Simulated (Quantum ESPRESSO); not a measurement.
## Sr2Fe2S2OF2: parallel and opposed starts

A self-consistent run ends on one state, which hangs on the start. Several orders of Sr2Fe2S2OF2 are started in Quantum ESPRESSO and their energies compared.

Program: Quantum ESPRESSO 7.5. Level of theory: LDA with U = 4.5 eV on Fe d (ortho-atomic projectors); plane waves with GBRV 1.5 LDA potentials, no spin-orbit coupling. Results are calculated unless marked as measured.

### Step 1. Set-up

It takes space group I4/mmm (No. 139, tetragonal). The conventional cell has a = 4.040 Å, b = 4.040 Å, c = 17.998 Å, α = 90.00°, β = 90.00°, γ = 90.00°. Sr has 4 F at 2.47 Å and 1 O at 3.08 Å and 4 S at 3.18 Å nearest. Nearest to Fe lie 2 O at 2.02 Å and 4 S at 2.63 Å. Nearest to S lie 4 Fe at 2.63 Å and 4 Sr at 3.18 Å. O has 4 Fe at 2.02 Å and 2 Sr at 3.08 Å nearest. F has 4 Sr at 2.47 Å nearest. Farther neighbours and most contacts between anions are not listed.

The cell comes from the Crystallography Open Database.

### Step 2. Run 1, typed as ferro ++

The signs are those of the starting moments on the seeded atoms, the atoms that are given a moment.

File pw.in:

```
&CONTROL
  calculation = 'scf'
  prefix = 'pwscf'
  outdir = './tmp'
  pseudo_dir = './pseudo'
  disk_io = 'nowf'
/
&SYSTEM
  ibrav = 0
  nat = 9
  ntyp = 5
  ecutwfc = 40
  ecutrho = 280
  nbnd = 59
  occupations = 'smearing'
  smearing = 'fd'
  degauss = 0.00367493
  nspin = 2
  starting_magnetization(1) = 0
  starting_magnetization(2) = 0.25
  starting_magnetization(3) = 0
  starting_magnetization(4) = 0
  starting_magnetization(5) = 0
/
&ELECTRONS
  conv_thr = 1.8d-08
  electron_maxstep = 150
  mixing_beta = 0.3
/
ATOMIC_SPECIES
Sr     87.6200 sr_lda_v1.uspp.F.UPF
Fe     55.8450 fe_lda_v1.5.uspp.F.UPF
S      32.0600 s_lda_v1.4.uspp.F.UPF
O      15.9990 o_lda_v1.2.uspp.F.UPF
F      18.9984 f_lda_v1.4.uspp.F.UPF
CELL_PARAMETERS angstrom
  -2.0200000000    2.0200000000    8.9990000000
   2.0200000000   -2.0200000000    8.9990000000
   2.0200000000    2.0200000000   -8.9990000000
ATOMIC_POSITIONS crystal
Sr      0.6710000000    0.6710000000    0.0000000000
Sr      0.3290000000    0.3290000000    0.0000000000
Fe      0.0000000000    0.5000000000    0.5000000000
Fe      0.5000000000    0.0000000000    0.5000000000
S       0.0938100000    0.0938100000    0.0000000000
S       0.9061900000    0.9061900000    0.0000000000
O       0.5000000000    0.5000000000    0.0000000000
F       0.2500000000    0.7500000000    0.5000000000
F       0.7500000000    0.2500000000    0.5000000000
K_POINTS automatic
8 8 8 0 0 0
HUBBARD {ortho-atomic}
U Fe-3d 4.5000
```

The run is started by

```bash
> OMP_NUM_THREADS=1 mpirun -n 4 pw.x -nk 4 -in pw.in > pw.out
```

What it wrote:

```text
Program PWSCF v.7.5 starts

     Message from routine setup:
     using ibrav=0 with symmetry is DISCOURAGED, use correct ibrav instead

     K-points division:     npool     =       4
     Subspace diagonalization in iterative solution of the eigenvalue problem:

     G-vector sticks info
     --------------------
     sticks:   dense  smooth     PW     G-vecs:    dense   smooth      PW
     Sum        4087    2333    813                78531    33817    7001

     Using Slab Decomposition

     bravais-lattice index     =            0
     lattice parameter (alat)  =      17.8419  a.u.
     unit-cell volume          =     991.1824 (a.u.)^3
     number of atoms/cell      =            9
     number of atomic types    =            5
     number of electrons       =        84.00
     number of Kohn-Sham states=           59
     kinetic-energy cutoff     =      40.0000  Ry
     charge density cutoff     =     280.0000  Ry
     scf convergence threshold =      1.8E-08
     mixing beta               =       0.3000
     number of iterations used =            8  plain     mixing
     Exchange-correlation=  SLA  PZ   NOGX NOGC
                           (   1   1   0   0   0   0   0)
     Hubbard projectors: ortho-atomic
     Hubbard parameters of DFT+U (Dudarev formulation) in eV:
     U(Fe-3d) =  4.5000

     Internal variables: lda_plus_u =T, lda_plus_u_kind = 0

     Internal variables: orbital_resolved =F, hub_pot_fix =F, apply_U = F

     celldm(1)=  17.841937  celldm(2)=   0.000000  celldm(3)=   0.000000
     celldm(4)=   0.000000  celldm(5)=   0.000000  celldm(6)=   0.000000

     crystal axes: (cart. coord. in units of alat)
               a(1) = (  -0.213948   0.213948   0.953128 )
               a(2) = (   0.213948  -0.213948   0.953128 )
               a(3) = (   0.213948   0.213948  -0.953128 )

     reciprocal axes: (cart. coord. in units 2 pi/alat)
               b(1) = (  0.000000  2.337016  0.524589 )
               b(2) = (  2.337016  0.000000  0.524589 )
               b(3) = (  2.337016  2.337016  0.000000 )

     PseudoPot. # 1 for Sr read from file:
     sr_lda_v1.uspp.F.UPF
     Pseudo is Ultrasoft + core correction, Zval = 10.0
     Generated by new atomic code, or converted to UPF format
     Using radial grid of  883 points,  6 beta functions with:
                l(1) =   0
                l(2) =   0
                l(3) =   1
                l(4) =   1
                l(5) =   2
                l(6) =   2
     Q(r) pseudized with  6 coefficients,  rinner =    1.400   1.400   1.400
                                                       1.400   1.400

     PseudoPot. # 2 for Fe read from file:
     fe_lda_v1.5.uspp.F.UPF
     Pseudo is Ultrasoft + core correction, Zval = 16.0
     Generated by new atomic code, or converted to UPF format
     Using radial grid of  861 points,  6 beta functions with:
                l(1) =   0
                l(2) =   0
                l(3) =   1
                l(4) =   1
                l(5) =   2
                l(6) =   2
     Q(r) pseudized with  8 coefficients,  rinner =    1.000   1.000   1.000
                                                       1.000   1.000

     PseudoPot. # 3 for S  read from file:
     s_lda_v1.4.uspp.F.UPF
     Pseudo is Ultrasoft + core correction, Zval =  6.0
     Generated by new atomic code, or converted to UPF format
     Using radial grid of  907 points,  6 beta functions with:
                l(1) =   0
                l(2) =   0
                l(3) =   1
                l(4) =   1
                l(5) =   2
                l(6) =   2
     Q(r) pseudized with  8 coefficients,  rinner =    1.300   1.300   1.300
                                                       1.300   1.300

     PseudoPot. # 4 for O  read from file:
     o_lda_v1.2.uspp.F.UPF
     Pseudo is Ultrasoft + core correction, Zval =  6.0
     Generated by new atomic code, or converted to UPF format
     Using radial grid of  737 points,  5 beta functions with:
                l(1) =   0
                l(2) =   0
                l(3) =   1
                l(4) =   1
                l(5) =   2
     Q(r) pseudized with  8 coefficients,  rinner =    0.900   0.900   0.900
                                                       0.900   0.900

     PseudoPot. # 5 for F  read from file:
     f_lda_v1.4.uspp.F.UPF
     Pseudo is Ultrasoft, Zval =  7.0
     Generated by new atomic code, or converted to UPF format
     Using radial grid of  799 points,  4 beta functions with:
                l(1) =   0
                l(2) =   0
                l(3) =   1
                l(4) =   1
     Q(r) pseudized with  8 coefficients,  rinner =    0.950   0.950   0.950

     atomic species   valence    mass     pseudopotential
     Sr               10.00    87.62000     Sr( 1.00)
     Fe               16.00    55.84500     Fe( 1.00)
     S                 6.00    32.06000     S ( 1.00)
     O                 6.00    15.99900     O ( 1.00)
     F                 7.00    18.99840     F ( 1.00)

     Starting magnetic structure
     atomic species   magnetization
     Sr              0.000
     Fe              0.250
     S               0.000
     O               0.000
     F               0.000

     16 Sym. Ops., with inversion, found

   Cartesian axes

     site n.     atom                  positions (alat units)
         1        Sr     tau(   1) = (  -0.0000000   0.0000000   1.2790974  )
         2        Sr     tau(   2) = (  -0.0000000   0.0000000   0.6271581  )
         3        Fe     tau(   3) = (   0.2139480   0.0000000   0.0000000  )
         4        Fe     tau(   4) = (   0.0000000   0.2139480   0.0000000  )
         5        S      tau(   5) = (  -0.0000000   0.0000000   0.1788258  )
         6        S      tau(   6) = (  -0.0000000   0.0000000   1.7274297  )
         7        O      tau(   7) = (   0.0000000   0.0000000   0.9531277  )
         8        F      tau(   8) = (   0.2139480   0.0000000   0.4765639  )
         9        F      tau(   9) = (   0.0000000   0.2139480   0.4765639  )

     number of k points=    59  Fermi-Dirac smearing, width (Ry)=  0.0037
                       cart. coord. in units 2pi/alat
        k(    1) = (   0.0000000   0.0000000   0.0000000), wk =   0.0019531
        k(    2) = (   0.2921271   0.2921271   0.0000000), wk =   0.0078125
        k(    3) = (   0.5842541   0.5842541   0.0000000), wk =   0.0078125
        k(    4) = (   0.8763812   0.8763812   0.0000000), wk =   0.0078125
        k(    5) = (  -1.1685082  -1.1685082   0.0000000), wk =   0.0039062
        [... 54 further k-points ...]

     Dense  grid:    78531 G-vectors     FFT dimensions: (  96,  96,  96)

     Smooth grid:    33817 G-vectors     FFT dimensions: (  72,  72,  72)

     Check: negative core charge=   -0.000018
     Generating pointlists ...
     new r_m :   0.1079 (alat units)  1.9256 (a.u.) for type    1
     new r_m :   0.0883 (alat units)  1.5746 (a.u.) for type    2
     new r_m :   0.1150 (alat units)  2.0522 (a.u.) for type    3
     new r_m :   0.0883 (alat units)  1.5746 (a.u.) for type    4
     new r_m :   0.1079 (alat units)  1.9256 (a.u.) for type    5

     Initial potential from superposition of free atoms

     starting charge      81.9458, renormalised to      84.0000

     negative rho (up, down):  6.508E-02 6.508E-02

     STARTING HUBBARD OCCUPATIONS:

     =================== HUBBARD OCCUPATIONS ===================
     ------------------------ ATOM    3 ------------------------
     Tr[ns(  3)] (up, down, total) =   5.00000  0.00000  5.00000
     Atomic magnetic moment for atom   3 =   5.00000
     [... lines left out ...]
     ------------------------ ATOM    4 ------------------------
     Tr[ns(  4)] (up, down, total) =   5.00000  0.00000  5.00000
     Atomic magnetic moment for atom   4 =   5.00000
     [... lines left out ...]
     Number of occupied Hubbard levels =   10.0000

     Atomic wfc used for Hubbard projectors are orthogonalized

     Starting wfcs are   72 randomized atomic wfcs

     Self-consistent Calculation

     iteration #  1     ecut=    40.00 Ry     beta= 0.30
     Davidson diagonalization with overlap
     ethr =  1.00E-02,  avg # of iterations =  5.7

     =================== HUBBARD OCCUPATIONS ===================
     ------------------------ ATOM    3 ------------------------
     Tr[ns(  3)] (up, down, total) =   4.95759  4.65536  9.61295
     Atomic magnetic moment for atom   3 =   0.30223
     [... lines left out ...]
     ------------------------ ATOM    4 ------------------------
     Tr[ns(  4)] (up, down, total) =   4.95759  4.65536  9.61295
     Atomic magnetic moment for atom   4 =   0.30223
     [... lines left out ...]
     Number of occupied Hubbard levels =   19.2259

     negative rho (up, down):  6.401E-02 6.402E-02

     total energy              =    -785.65382626 Ry
     estimated scf accuracy    <      74.99343898 Ry

     total magnetization       =     0.64 Bohr mag/cell
     absolute magnetization    =     1.66 Bohr mag/cell

     iteration #  2     ecut=    40.00 Ry     beta= 0.30
     Davidson diagonalization with overlap
     ethr =  1.00E-02,  avg # of iterations =  7.7

     negative rho (up, down):  6.340E-02 6.341E-02

     total energy              =    -793.49848002 Ry
     estimated scf accuracy    <     494.77220223 Ry

     total magnetization       =     0.09 Bohr mag/cell
     absolute magnetization    =     0.26 Bohr mag/cell

     iteration #  3     ecut=    40.00 Ry     beta= 0.30
     Davidson diagonalization with overlap
     ethr =  1.00E-02,  avg # of iterations =  7.8

     negative rho (up, down):  6.324E-02 6.325E-02

     total energy              =    -819.24224626 Ry
     estimated scf accuracy    <       8.40700480 Ry

     total magnetization       =     5.22 Bohr mag/cell
     absolute magnetization    =     5.29 Bohr mag/cell

     [... further iterations left out ...]

     iteration # 17     ecut=    40.00 Ry     beta= 0.30
     Davidson diagonalization with overlap
     ethr =  6.93E-10,  avg # of iterations =  2.1

     negative rho (up, down):  6.604E-02 6.600E-02

     total energy              =    -819.27039935 Ry
     estimated scf accuracy    <       0.00000032 Ry

     total magnetization       =     8.00 Bohr mag/cell
     absolute magnetization    =     8.02 Bohr mag/cell

     iteration # 18     ecut=    40.00 Ry     beta= 0.30
     Davidson diagonalization with overlap
     ethr =  3.82E-10,  avg # of iterations =  2.2

     negative rho (up, down):  6.604E-02 6.600E-02

     total energy              =    -819.27039960 Ry
     estimated scf accuracy    <       0.00000016 Ry

     total magnetization       =     8.00 Bohr mag/cell
     absolute magnetization    =     8.02 Bohr mag/cell

     iteration # 19     ecut=    40.00 Ry     beta= 0.30
     Davidson diagonalization with overlap
     ethr =  1.88E-10,  avg # of iterations =  2.1

     negative rho (up, down):  6.604E-02 6.600E-02

     total energy              =    -819.27039968 Ry
     estimated scf accuracy    <       0.00000007 Ry

     total magnetization       =     8.00 Bohr mag/cell
     absolute magnetization    =     8.02 Bohr mag/cell

     iteration # 20     ecut=    40.00 Ry     beta= 0.30
     Davidson diagonalization with overlap
     ethr =  8.65E-11,  avg # of iterations =  2.6

     negative rho (up, down):  6.604E-02 6.600E-02

     Magnetic moment per site  (integrated on atomic sphere of radius R)
     atom   1 (R=0.108)  charge=  7.0347  magn=  0.0061
     atom   2 (R=0.108)  charge=  7.0347  magn=  0.0061
     atom   3 (R=0.088)  charge= 13.2400  magn=  3.3242
     atom   4 (R=0.088)  charge= 13.2400  magn=  3.3242
     atom   5 (R=0.115)  charge=  4.7035  magn=  0.1339
     atom   6 (R=0.115)  charge=  4.7035  magn=  0.1339
     atom   7 (R=0.088)  charge=  5.5550  magn=  0.2149
     atom   8 (R=0.108)  charge=  7.1956  magn=  0.0032
     atom   9 (R=0.108)  charge=  7.1956  magn=  0.0032

     End of self-consistent calculation

     =================== HUBBARD OCCUPATIONS ===================
     ------------------------ ATOM    3 ------------------------
     Tr[ns(  3)] (up, down, total) =   4.91744  1.25497  6.17242
     Atomic magnetic moment for atom   3 =   3.66247
     [... lines left out ...]
     ------------------------ ATOM    4 ------------------------
     Tr[ns(  4)] (up, down, total) =   4.91744  1.25497  6.17242
     Atomic magnetic moment for atom   4 =   3.66247
     [... lines left out ...]
     Number of occupied Hubbard levels =   12.3448

     Number of k-points >= 100: set verbosity='high' to print the bands.

     the Fermi energy is     9.1766 ev

!    total energy              =    -819.27039979 Ry
     estimated scf accuracy    <       0.00000002 Ry
     smearing contrib. (-TS)   =      -0.00000009 Ry
     internal energy E=F+TS    =    -819.27039971 Ry

     The total energy is F=E-TS. E is the sum of the following terms:
     one-electron contribution =    -554.12133155 Ry
     hartree contribution      =     314.86827016 Ry
     xc contribution           =    -136.91748905 Ry
     ewald contribution        =    -443.24765987 Ry
     Hubbard energy            =       0.14781061 Ry

     total magnetization       =     8.00 Bohr mag/cell
     absolute magnetization    =     8.02 Bohr mag/cell

     convergence has been achieved in  20 iterations

=------------------------------------------------------------------------------=
   JOB DONE.
=------------------------------------------------------------------------------=
```

Run time: 14 min. Hardware: 4 MPI ranks of Arm Neoverse V2, shared host; peak memory 1.6 GiB; 56 min of CPU time.

Spin moment in the atom's sphere by atom:

```tsv
atom	spin moment in the atom's sphere (μB)
Sr1	0.01
Sr2	0.01
Fe3	3.32
Fe4	3.32
S5	0.13
S6	0.13
O7	0.21
F8	0.00
F9	0.00
```

Numbers from this step:

- smearing term TS: 1.19e-6 eV
- magnetization: 8 μB
- absolute magnetization: 8.024 μB
- final state: ferromagnetic

[end of part 1 of 2]

[Logs and program files are shortened in this print: banners, set-up blocks, solver, clock and traceback lines can be left out without a mark of their own.]

[Logs are printed without paths, hosts, clocks, repeated set-up lines and the standing remarks that a program may print on its own settings, such as how far it seeks lower states.]

[Hosts, paths, dates, database ids (printed as entryN), source tags and the programs' standing remarks are cut or masked in the printed files.]

[Where a cell is said to come from a database of computed structures, the database is the Materials Project.]
